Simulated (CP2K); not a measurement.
Sulfur tetrafluoride has these distinct F atoms: F1 (bonded to S) and F4 (bonded to S).

```xyz
5

F    -0.3695   -0.0009    1.6906
S    -0.4401    0.0000   -0.0001
F    -0.3695    0.0012   -1.6907
F     0.5897    1.1975    0.0004
F     0.5894   -1.1978   -0.0002
```

Their partial F K spectra (CP2K XAS_TDP, all-electron GAPW, PBEh(45%), aug-cc-pVTZ, TDA, GW2X-corrected core level, no relativity) are given in random order, each times the number of alike atoms.

Gaussian full width 0.5 eV, oscillator strength per eV, alike atoms added, rows of zeros left out:

```csv
E (eV),curve 1,curve 2
683.00,0.001,0.000
683.25,0.010,0.000
683.50,0.026,0.000
683.75,0.019,0.000
684.00,0.026,0.000
684.25,0.100,0.007
684.50,0.110,0.060
684.75,0.030,0.131
685.00,0.002,0.071
685.25,0.000,0.010
686.25,0.002,0.000
686.50,0.014,0.000
686.75,0.023,0.000
687.00,0.010,0.002
687.25,0.004,0.019
687.50,0.010,0.055
687.75,0.009,0.040
688.00,0.002,0.007
688.25,0.001,0.000
688.50,0.005,0.000
688.75,0.009,0.000
689.00,0.008,0.000
689.25,0.005,0.000
689.50,0.001,0.000
689.75,0.000,0.006
690.00,0.000,0.021
690.25,0.006,0.022
690.50,0.030,0.012
690.75,0.049,0.003
691.00,0.023,0.001
691.25,0.003,0.003
691.50,0.000,0.006
691.75,0.000,0.005
692.00,0.000,0.002
692.25,0.001,0.000
692.50,0.005,0.000
692.75,0.023,0.002
693.00,0.033,0.012
693.25,0.014,0.032
693.50,0.010,0.034
693.75,0.012,0.023
694.00,0.005,0.007
694.25,0.005,0.001
694.50,0.016,0.000
694.75,0.021,0.000
695.00,0.012,0.000
695.25,0.003,0.002
695.50,0.000,0.005
695.75,0.001,0.015
696.00,0.004,0.021
696.25,0.005,0.013
696.50,0.002,0.004
696.75,0.000,0.009
697.00,0.002,0.040
697.25,0.003,0.054
```

**Question.** Which curve belongs to which atom?

Curve 1: F1 (bonded to S), leading line at 684.39 eV (f = 0.033 an atom), ionisation energy 689.05 eV, term value 4.66 eV. Curve 2: F4 (bonded to S), leading line at 684.76 eV (f = 0.035 an atom), ionisation energy 691.96 eV, term value 7.20 eV. The leading line of an atom is its first one with 35 % of the strongest within 2.5 eV of its lowest line over the strength cut. A line lies at the core ionisation energy, which rises as an atom loses charge to its neighbours or to a π system, less the term value, which is large for a low π* or σ* orbital with weight on that atom.

[Banner, clock and machine lines of the logs are left out without a mark of their own.]

[Logs are printed without paths, hosts, clocks, repeated set-up lines and the standing remarks that a program may print on its own settings, such as how far it seeks lower states.]

[Hosts, paths, dates, database ids (printed as entryN), source tags and the programs' standing remarks are cut or masked in the printed files.]
